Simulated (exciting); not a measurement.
# Electron–core-hole interaction in the O K spectrum of LuTlO2

Aim: the O K absorption edge of LuTlO2 with the electron–hole interaction treated explicitly, and what each term of the kernel does.

Main program and level: exciting sodium; X-ray absorption, core-level Bethe-Salpeter equation, exchange and statically screened direct term, Tamm-Dancoff, all-electron LAPW+lo LDA.

Most raw output is cut from this account.

**1. The structure**

It takes space group R-3m (No. 166, trigonal). Conventional cell: a = 3.406 Å, b = 3.406 Å, c = 19.518 Å, α = 90.00°, β = 90.00°, γ = 120.00°. Nearest to Tl lie 6 O at 2.92 Å. Lu has 6 O at 2.25 Å nearest. O has 3 Lu at 2.25 Å nearest. Farther neighbours and most contacts between anions are not listed.

Structure file:

```xyz
4
Lattice="1.7030 0.9832 6.5062 -1.7030 0.9832 6.5062 0.0000 -1.9664 6.5062" Properties=species:S:1:pos:R:3 pbc="T T T"
Tl    0.0000    0.0000    0.0000
Lu    0.0000    0.0000    9.7592
O     0.0000    0.0000    4.3416
O     0.0000    0.0000   15.1769
```

Differences between curves are given as r.m.s. difference over r.m.s. height.

**2. The self-consistent potential**

The species files are the program's own, with muffin-tin radii set in the input.

Input file input.xml:

```
<input>
  <title>LuTlO2</title>
  <structure speciespath="." autormt="false" epslat="1.0e-5">
    <crystal>
      <basevect>3.2181884881 1.8580219899 12.2948707203</basevect>
      <basevect>-3.2181884881 1.8580219899 12.2948707203</basevect>
      <basevect>0.0000000000 -3.7160439798 12.2948707203</basevect>
    </crystal>
    <species speciesfile="Tl.xml" rmt="2.300">
      <atom coord="0.0000000000 0.0000000000 0.0000000000"/>
    </species>
    <species speciesfile="Lu.xml" rmt="2.240">
      <atom coord="0.5000000000 0.5000000000 0.5000000000"/>
    </species>
    <species speciesfile="O.xml" rmt="1.880">
      <atom coord="0.2224370000 0.2224370000 0.2224370000"/>
      <atom coord="0.7775630000 0.7775630000 0.7775630000"/>
    </species>
  </structure>
  <groundstate do="fromscratch" xctype="LDA_PW" ngridk="4 4 4" rgkmax="7" gmaxvr="14" nempty="8" swidth="0.001" maxscl="100" epsengy="1e-5"/>
</input>
```

Started as:

```sh
$ OMP_NUM_THREADS=1 mpirun -n 4 exciting
```

Elapsed: 76 s, on 4 MPI ranks of Intel Xeon at 2.70GHz, shared host.

The warnings file holds hints only, no warning.

The mesh shows a gap of 0.97 eV. Core levels (Dirac, from the valence top):

```
atom  level  energy (eV)
   O  1s1/2       -500.4
```

**3. A richer basis for the empty states**

Each species file gets more local orbitals, built from u and its energy derivative at 0.15 Ha and u at 0.9 Ha.

input.xml is that of step 2.

Input file SPECIES.xml, added lines:

```
<lo l="L">  <!-- L = 0, 1, 2, and 3 from Cs on -->
  <wf matchingOrder="0" trialEnergy="0.1500" searchE="false"/>
  <wf matchingOrder="1" trialEnergy="0.1500" searchE="false"/>
  <wf matchingOrder="0" trialEnergy="0.9000" searchE="false"/>
</lo>
```

Started as:

```sh
$ OMP_NUM_THREADS=1 mpirun -n 4 exciting
```

Run time: 96 s. Hardware: 4 MPI ranks.

Against the first ground state the total energy moves by -11 meV an atom and the gap by -0.01 eV.

**4. Screening, kernels and BSE for O atom 3**

The absorber has 3 Lu at 2.25 Å (pyramidal, site symmetry 3m).

input.xml: that of step 3 with these lines changed.

```diff
@@ -19,3 +19,20 @@
   </structure>
-  <groundstate do="fromscratch" xctype="LDA_PW" ngridk="4 4 4" rgkmax="7" gmaxvr="14" nempty="8" swidth="0.001" maxscl="100" epsengy="1e-5"/>
+  <groundstate do="skip" xctype="LDA_PW" ngridk="4 4 4" rgkmax="7" gmaxvr="14" nempty="8" swidth="0.001" maxscl="100" epsengy="1e-5"/>
+  <xs xstype="BSE" ngridk="3 3 3" ngridq="3 3 3" vkloff="0.097 0.273 0.493" rgkmax="7" nempty="33" gqmax="3" lmaxapwwf="5" lmaxemat="2" broad="0.01654" tevout="true">
+    <energywindow intv="17.983 19.600" points="439"/>
+    <screening screentype="full" nempty="54"/>
+    <BSE xas="true" xasspecies="3" xasatom="1" xasedge="K" bsetype="singlet" nstlxas="1 29"/>
+    <qpointset>
+      <qpoint>0 0 0</qpoint>
+    </qpointset>
+    <plan>
+      <doonly task="xsgeneigvec"/>
+      <doonly task="writepmatxs"/>
+      <doonly task="scrgeneigvec"/>
+      <doonly task="scrwritepmat"/>
+      <doonly task="screen"/>
+      <doonly task="scrcoulint"/>
+      <doonly task="exccoulint"/>
+    </plan>
+  </xs>
 </input>
```

Input file input.xml for the last start (plan only):

```
  <plan>
    <doonly task="bse"/>
  </plan>
```

Started as:

```sh
$ OMP_NUM_THREADS=1 mpirun -n 4 exciting
$ OMP_NUM_THREADS=4 exciting
```

Run time: 26 min. Hardware: 4 MPI ranks.

Wall time by task: xsgeneigvec 20 s, writepmatxs 12 s, scrgeneigvec 7.1 s, scrwritepmat 8.5 s, screen 9.5 min, scrcoulint 11 min, exccoulint 4.4 min, bse 7.8 s.

The O K spectrum of O atom 3 (energy from the Kohn–Sham onset, core level to the lowest empty state found on the meshes used, 501.35 eV; the ground-state mesh sets it, and the shifted mesh has its lowest transition 0.34 eV above it; Im ε scaled to the maximum of the singlet run; cut below the end of the band set):

```csv
E (eV),isotropic,ε ⊥ c,ε ∥ c
-4.5,0.02,0.02,0.02
-4.0,0.02,0.02,0.03
-3.5,0.03,0.02,0.03
-3.0,0.03,0.03,0.05
-2.5,0.04,0.03,0.06
-2.0,0.06,0.04,0.09
-1.5,0.09,0.06,0.15
-1.0,0.17,0.09,0.33
-0.5,0.41,0.19,0.86
0.0,0.44,0.29,0.72
0.5,0.34,0.28,0.45
1.0,0.39,0.35,0.47
1.5,0.52,0.50,0.57
2.0,0.70,0.71,0.68
2.5,0.85,0.90,0.74
3.0,0.88,1.00,0.64
3.5,0.85,0.96,0.63
4.0,0.66,0.67,0.64
4.5,0.50,0.48,0.56
5.0,0.49,0.44,0.60
5.5,0.50,0.40,0.69
6.0,0.50,0.37,0.78
6.5,0.47,0.39,0.64
7.0,0.55,0.49,0.67
7.5,0.76,0.83,0.63
8.0,0.95,1.17,0.49
8.5,0.96,1.21,0.46
9.0,0.64,0.79,0.35
9.5,0.49,0.58,0.31
10.0,0.44,0.51,0.31
10.5,0.35,0.41,0.23
11.0,0.32,0.36,0.24
11.5,0.31,0.32,0.30
12.0,0.26,0.24,0.29
12.5,0.21,0.19,0.25
13.0,0.24,0.21,0.31
13.5,0.28,0.24,0.36
14.0,0.26,0.24,0.32
14.5,0.27,0.25,0.31
15.0,0.28,0.27,0.30
15.5,0.32,0.30,0.35
16.0,0.37,0.33,0.44
16.5,0.38,0.31,0.52
17.0,0.31,0.25,0.43
17.5,0.25,0.21,0.33
18.0,0.22,0.18,0.29
18.5,0.21,0.18,0.28
19.0,0.19,0.16,0.25
19.5,0.18,0.16,0.23
20.0,0.18,0.17,0.20
20.5,0.18,0.19,0.17
21.0,0.20,0.21,0.18
21.5,0.20,0.19,0.21
22.0,0.21,0.20,0.24
22.5,0.22,0.21,0.25
23.0,0.21,0.20,0.22
23.5,0.18,0.19,0.17
```

Maxima (height): -0.3 eV (0.50), 2.8 eV (0.90), 5.9 eV (0.51), 8.3 eV (1.00), 13.5 eV (0.28), 16.3 eV (0.39) and 22.7 eV (0.22).

The Hamiltonian has 1566 rows. The lowest groups of eigenvalues and the brightest ones, on the scale above (the program counts from the shifted mesh's onset, 0.34 eV higher). Core spinors bring spin-forbidden partners, so dark means forbidden by spin or by symmetry, and the shifted mesh splits states that symmetry would keep together:

```
energy (eV)  states within 10 meV  relative strength
     -0.365                     1               dark
     -0.345                     1               1.00
     -0.144                     2               0.28
     -0.026                     2               0.10
      0.103                     2              0.028
      0.206                     2              0.052
      1.204                     2               0.45
      2.113                     2               0.39
      2.231                     2               0.29
      2.731                     2               0.54
      3.399                     4               0.29
```

**5. Independent particles**

input.xml: that of step 4 with these lines changed.

```diff
@@ -23,3 +23,3 @@
     <screening screentype="full" nempty="54"/>
-    <BSE xas="true" xasspecies="3" xasatom="1" xasedge="K" bsetype="singlet" nstlxas="1 29"/>
+    <BSE xas="true" xasspecies="3" xasatom="1" xasedge="K" bsetype="IP" nstlxas="1 29"/>
     <qpointset>
@@ -28,9 +28,3 @@
     <plan>
-      <doonly task="xsgeneigvec"/>
-      <doonly task="writepmatxs"/>
-      <doonly task="scrgeneigvec"/>
-      <doonly task="scrwritepmat"/>
-      <doonly task="screen"/>
-      <doonly task="scrcoulint"/>
-      <doonly task="exccoulint"/>
+      <doonly task="bse"/>
     </plan>
```

Started as:

```sh
$ OMP_NUM_THREADS=4 exciting
```

The job ended after 6 s (4 threads).

Maxima (height): 4.4 eV (0.69), 9.5 eV (1.03), 14.1 eV (0.33), 17.1 eV (0.49) and 23.3 eV (0.31); 1 lower ones aren't listed. Against the singlet run the r.m.s. difference is 55 %. Moving the earlier curve by +1.6 eV leaves 25 %. The highest maximum lies at 9.5 eV (1.03), against 8.3 eV (1.00).

**6. Exchange alone**

input.xml: that of step 5 with these lines changed.

```diff
@@ -23,3 +23,3 @@
     <screening screentype="full" nempty="54"/>
-    <BSE xas="true" xasspecies="3" xasatom="1" xasedge="K" bsetype="IP" nstlxas="1 29"/>
+    <BSE xas="true" xasspecies="3" xasatom="1" xasedge="K" bsetype="RPA" nstlxas="1 29"/>
     <qpointset>
```

Started as:

```sh
$ OMP_NUM_THREADS=4 exciting
```

It took 10 s on 4 threads.

Maxima (height): 4.5 eV (0.67), 9.6 eV (1.02), 14.1 eV (0.33), 17.1 eV (0.49) and 23.3 eV (0.32); 1 lower ones aren't listed. The spectrum differs from the independent-particle run by 3 % r.m.s.

**7. Broadening**

Changed against the first singlet run: half width (eV) from 0.45 to 1.35.

input.xml: that of step 6 with these lines changed.

```diff
@@ -20,6 +20,6 @@
   <groundstate do="skip" xctype="LDA_PW" ngridk="4 4 4" rgkmax="7" gmaxvr="14" nempty="8" swidth="0.001" maxscl="100" epsengy="1e-5"/>
-  <xs xstype="BSE" ngridk="3 3 3" ngridq="3 3 3" vkloff="0.097 0.273 0.493" rgkmax="7" nempty="33" gqmax="3" lmaxapwwf="5" lmaxemat="2" broad="0.01654" tevout="true">
+  <xs xstype="BSE" ngridk="3 3 3" ngridq="3 3 3" vkloff="0.097 0.273 0.493" rgkmax="7" nempty="33" gqmax="3" lmaxapwwf="5" lmaxemat="2" broad="0.04961" tevout="true">
     <energywindow intv="17.983 19.600" points="439"/>
     <screening screentype="full" nempty="54"/>
-    <BSE xas="true" xasspecies="3" xasatom="1" xasedge="K" bsetype="RPA" nstlxas="1 29"/>
+    <BSE xas="true" xasspecies="3" xasatom="1" xasedge="K" bsetype="singlet" nstlxas="1 29"/>
     <qpointset>
```

Started as:

```sh
$ OMP_NUM_THREADS=4 exciting
```

Elapsed: 10 s, on 4 threads.

The spectrum differs from the singlet run by 22 % r.m.s. The highest maximum lies at 8.1 eV (0.65), against 8.3 eV (1.00). Only the width of each line changes; the area stays. A table step wider than the lines misses their tops.

```
E (eV)  first run  this run
 -10.0       0.01      0.02
  -9.0       0.01      0.02
  -8.0       0.01      0.02
  -7.0       0.01      0.03
  -6.0       0.01      0.04
  -5.0       0.02      0.05
  -4.0       0.02      0.06
  -3.0       0.03      0.09
  -2.0       0.06      0.14
  -1.0       0.17      0.24
   0.0       0.44      0.35
   1.0       0.39      0.43
   2.0       0.70      0.57
   3.0       0.88      0.64
   4.0       0.66      0.59
   5.0       0.49      0.53
   6.0       0.50      0.52
   7.0       0.55      0.57
   8.0       0.95      0.65
   9.0       0.64      0.58
  10.0       0.44      0.45
  11.0       0.32      0.36
  12.0       0.26      0.30
  13.0       0.24      0.28
  14.0       0.26      0.28
  15.0       0.28      0.29
  16.0       0.37      0.30
  17.0       0.31      0.28
  18.0       0.22      0.24
  19.0       0.19      0.21
  20.0       0.18      0.20
  21.0       0.20      0.20
  22.0       0.21      0.20
  23.0       0.21      0.19
```

**8. Another input**

In this try the input is made faulty on purpose, to show what that does.

input.xml: that of step 7 with these lines changed.

```diff
@@ -20,6 +20,6 @@
   <groundstate do="skip" xctype="LDA_PW" ngridk="4 4 4" rgkmax="7" gmaxvr="14" nempty="8" swidth="0.001" maxscl="100" epsengy="1e-5"/>
-  <xs xstype="BSE" ngridk="3 3 3" ngridq="3 3 3" vkloff="0.097 0.273 0.493" rgkmax="7" nempty="33" gqmax="3" lmaxapwwf="5" lmaxemat="2" broad="0.04961" tevout="true">
+  <xs xstype="BSE" ngridk="3 3 3" ngridq="3 3 3" vkloff="0.097 0.273 0.493" rgkmax="7" nempty="6" gqmax="3" lmaxapwwf="5" lmaxemat="2" broad="0.01654" tevout="true">
     <energywindow intv="17.983 19.600" points="439"/>
     <screening screentype="full" nempty="54"/>
-    <BSE xas="true" xasspecies="3" xasatom="1" xasedge="K" bsetype="singlet" nstlxas="1 29"/>
+    <BSE xas="true" xasspecies="3" xasatom="1" xasedge="K" bsetype="singlet" nstlxas="1 2"/>
     <qpointset>
@@ -28,3 +28,5 @@
     <plan>
-      <doonly task="bse"/>
+      <doonly task="writepmatxs"/>
+      <doonly task="scrcoulint"/>
+      <doonly task="exccoulint"/>
     </plan>
```

Input file input.xml for the last start (plan only):

```
  <plan>
    <doonly task="bse"/>
  </plan>
```

Started as:

```sh
$ OMP_NUM_THREADS=1 mpirun -n 4 exciting
$ OMP_NUM_THREADS=4 exciting
```

Run time: 96 s. Hardware: 4 MPI ranks.

The input has a fault: far too few conduction bands in the BSE. Against the singlet run the r.m.s. difference is 89 %. The highest maximum lies at -0.3 eV (0.30), against 8.3 eV (1.00). The first bright state moves from -0.35 to -0.31 eV. Transitions to the missing bands are absent and can't mix into the lines that are left.

| E (eV) | first run | this run |
| --- | --- | --- |
| -4.0 | 0.02 | 0.01 |
| -3.0 | 0.03 | 0.01 |
| -2.0 | 0.06 | 0.03 |
| -1.0 | 0.17 | 0.09 |
| 0.0 | 0.44 | 0.27 |
| 1.0 | 0.39 | 0.19 |
| 2.0 | 0.70 | 0.27 |
| 3.0 | 0.88 | 0.25 |
| 4.0 | 0.66 | 0.08 |
| 5.0 | 0.49 | 0.02 |
| 6.0 | 0.50 | 0.01 |
| 7.0 | 0.55 | 0.01 |
| 8.0 | 0.95 | 0.00 |
| 9.0 | 0.64 | 0.00 |
| 10.0 | 0.44 | 0.00 |
| 11.0 | 0.32 | 0.00 |
| 12.0 | 0.26 | 0.00 |
| 13.0 | 0.24 | 0.00 |
| 14.0 | 0.26 | 0.00 |
| 15.0 | 0.28 | 0.00 |
| 16.0 | 0.37 | 0.00 |
| 17.0 | 0.31 | 0.00 |
| 18.0 | 0.22 | 0.00 |
| 19.0 | 0.19 | 0.00 |
| 20.0 | 0.18 | 0.00 |
| 21.0 | 0.20 | 0.00 |
| 22.0 | 0.21 | 0.00 |
| 23.0 | 0.21 | 0.00 |

**9. Ground state with other settings**

Input file input.xml:

```
<input>
  <title>LuTlO2</title>
  <structure speciespath="." autormt="false" epslat="1.0e-5">
    <crystal>
      <basevect>3.2181884881 1.8580219899 12.2948707203</basevect>
      <basevect>-3.2181884881 1.8580219899 12.2948707203</basevect>
      <basevect>0.0000000000 -3.7160439798 12.2948707203</basevect>
    </crystal>
    <species speciesfile="Tl.xml" rmt="2.300">
      <atom coord="0.0000000000 0.0000000000 0.0000000000"/>
    </species>
    <species speciesfile="Lu.xml" rmt="2.240">
      <atom coord="0.5000000000 0.5000000000 0.5000000000"/>
    </species>
    <species speciesfile="O.xml" rmt="1.880">
      <atom coord="0.2224370000 0.2224370000 0.2224370000"/>
      <atom coord="0.7775630000 0.7775630000 0.7775630000"/>
    </species>
  </structure>
  <groundstate do="fromscratch" xctype="LDA_PW" ngridk="4 4 4" rgkmax="3.5" gmaxvr="14" nempty="8" swidth="0.001" maxscl="100" epsengy="1e-5"/>
</input>
```

SPECIES.xml, added lines is that of step 3.

Started as:

```sh
$ OMP_NUM_THREADS=1 mpirun -n 4 exciting
```

It took 80 s on 4 MPI ranks.

Against the second ground state the total energy moves by 10958 meV an atom and the gap by -0.76 eV.

**10. Another input**

input.xml: that of step 9 with these lines changed.

```diff
@@ -19,3 +19,20 @@
   </structure>
-  <groundstate do="fromscratch" xctype="LDA_PW" ngridk="4 4 4" rgkmax="3.5" gmaxvr="14" nempty="8" swidth="0.001" maxscl="100" epsengy="1e-5"/>
+  <groundstate do="skip" xctype="LDA_PW" ngridk="4 4 4" rgkmax="3.5" gmaxvr="14" nempty="8" swidth="0.001" maxscl="100" epsengy="1e-5"/>
+  <xs xstype="BSE" ngridk="3 3 3" ngridq="3 3 3" vkloff="0.097 0.273 0.493" rgkmax="3.5" nempty="33" gqmax="3" lmaxapwwf="5" lmaxemat="2" broad="0.01654" tevout="true">
+    <energywindow intv="18.026 19.642" points="439"/>
+    <screening screentype="full" nempty="54"/>
+    <BSE xas="true" xasspecies="3" xasatom="1" xasedge="K" bsetype="singlet" nstlxas="1 29"/>
+    <qpointset>
+      <qpoint>0 0 0</qpoint>
+    </qpointset>
+    <plan>
+      <doonly task="xsgeneigvec"/>
+      <doonly task="writepmatxs"/>
+      <doonly task="scrgeneigvec"/>
+      <doonly task="scrwritepmat"/>
+      <doonly task="screen"/>
+      <doonly task="scrcoulint"/>
+      <doonly task="exccoulint"/>
+    </plan>
+  </xs>
 </input>
```

Input file input.xml for the last start (plan only):

```
  <plan>
    <doonly task="bse"/>
  </plan>
```

Started as:

```sh
$ OMP_NUM_THREADS=1 mpirun -n 4 exciting
$ OMP_NUM_THREADS=4 exciting
```

It took 8.4 min on 4 MPI ranks.

The input has a fault: the basis cutoff rgkmax is far too low. Against the singlet run the r.m.s. difference is 59 %. The highest maximum lies at 12.3 eV (1.19), against 8.3 eV (1.00). The first bright state moves from -0.35 to 0.93 eV. The lowest bare transition of this run lies at 1.48 eV, against 0.34. A small basis shifts bands and core levels against each other.

| E (eV) | first run | this run |
| --- | --- | --- |
| -4.0 | 0.02 | 0.01 |
| -3.0 | 0.03 | 0.02 |
| -2.0 | 0.06 | 0.03 |
| -1.0 | 0.17 | 0.04 |
| 0.0 | 0.44 | 0.11 |
| 1.0 | 0.39 | 0.47 |
| 2.0 | 0.70 | 0.29 |
| 3.0 | 0.88 | 0.46 |
| 4.0 | 0.66 | 0.61 |
| 5.0 | 0.49 | 0.68 |
| 6.0 | 0.50 | 0.60 |
| 7.0 | 0.55 | 0.61 |
| 8.0 | 0.95 | 0.55 |
| 9.0 | 0.64 | 0.45 |
| 10.0 | 0.44 | 0.41 |
| 11.0 | 0.32 | 0.50 |
| 12.0 | 0.26 | 1.00 |
| 13.0 | 0.24 | 0.80 |
| 14.0 | 0.26 | 0.52 |
| 15.0 | 0.28 | 0.39 |
| 16.0 | 0.37 | 0.36 |
| 17.0 | 0.31 | 0.39 |
| 18.0 | 0.22 | 0.45 |
| 19.0 | 0.19 | 0.31 |
| 20.0 | 0.18 | 0.26 |
| 21.0 | 0.20 | 0.25 |
| 22.0 | 0.21 | 0.22 |
| 23.0 | 0.21 | 0.24 |

**11. The levels of theory side by side**

```csv
level,curve passes 0.15 (eV),highest maximum (eV),its height
IP,0.1,9.5,1.03
RPA,0.1,9.6,1.02
singlet,-1.1,8.3,1.00
```

| E (eV) | IP | RPA | singlet |
| --- | --- | --- | --- |
| -4.0 | 0.01 | 0.01 | 0.02 |
| -3.0 | 0.02 | 0.02 | 0.03 |
| -2.0 | 0.02 | 0.02 | 0.06 |
| -1.0 | 0.04 | 0.04 | 0.17 |
| 0.0 | 0.14 | 0.13 | 0.44 |
| 1.0 | 0.22 | 0.21 | 0.39 |
| 2.0 | 0.25 | 0.23 | 0.70 |
| 3.0 | 0.40 | 0.38 | 0.88 |
| 4.0 | 0.58 | 0.55 | 0.66 |
| 5.0 | 0.57 | 0.56 | 0.49 |
| 6.0 | 0.45 | 0.45 | 0.50 |
| 7.0 | 0.38 | 0.38 | 0.55 |
| 8.0 | 0.40 | 0.39 | 0.95 |
| 9.0 | 0.77 | 0.74 | 0.64 |
| 10.0 | 0.95 | 0.96 | 0.44 |
| 11.0 | 0.60 | 0.62 | 0.32 |
| 12.0 | 0.49 | 0.50 | 0.26 |
| 13.0 | 0.28 | 0.28 | 0.24 |
| 14.0 | 0.33 | 0.33 | 0.26 |
| 15.0 | 0.30 | 0.30 | 0.28 |
| 16.0 | 0.34 | 0.34 | 0.37 |
| 17.0 | 0.48 | 0.49 | 0.31 |
| 18.0 | 0.36 | 0.37 | 0.22 |
| 19.0 | 0.31 | 0.32 | 0.19 |
| 20.0 | 0.26 | 0.26 | 0.18 |
| 21.0 | 0.24 | 0.24 | 0.20 |
| 22.0 | 0.26 | 0.27 | 0.21 |
| 23.0 | 0.30 | 0.31 | 0.21 |

**12. Outcome**

| Item | Value |
| --- | --- |
| absorber and edge | O K, atom 3 |
| surroundings | 3 Lu at 2.25 Å (pyramidal, site symmetry 3m) |
| first bright state | -0.35 eV from the Kohn–Sham onset, on this mesh |
| highest maximum | 8.3 eV |
| cost of the BSE run | 26 min on 4 MPI ranks of Intel Xeon at 2.70GHz, shared host; the last task ran on as many threads |

In words: Is a core exciton bound? Undecided on this mesh: the first bright state (over 5 % of the brightest) lies at -0.35 eV from the Kohn–Sham onset and at -0.69 eV from the lowest bare transition of its own mesh. Changing the half width (eV) from 0.45 to 1.35 alters the spectrum by 22 % r.m.s. Exchange alone changes the independent-particle spectrum by 3 % r.m.s. With 27 k points the binding energies are rough, and fine structure above the first lines is partly noise of the mesh. The kernel cutoff is low for a compact core orbital, so the effect of exchange is a lower bound. The zero comes from the unshifted 4×4×4 ground-state mesh; it is exact only where the band minimum lies on that mesh. The Kohn–Sham onset, 501 eV, is no photon energy: the scale needs a rigid shift. No quasiparticle correction widens the gap or stretches the bands. Vibrations and energy-dependent lifetimes are left out. The structure is a Materials Project entry, computed there, and may be a hypothetical form.

[Logs are printed without paths, hosts, clocks, repeated set-up lines and the standing remarks that a program may print on its own settings, such as how far it seeks lower states.]

[Hosts, paths, dates, database ids (printed as entryN), source tags and the programs' standing remarks are cut or masked in the printed files.]
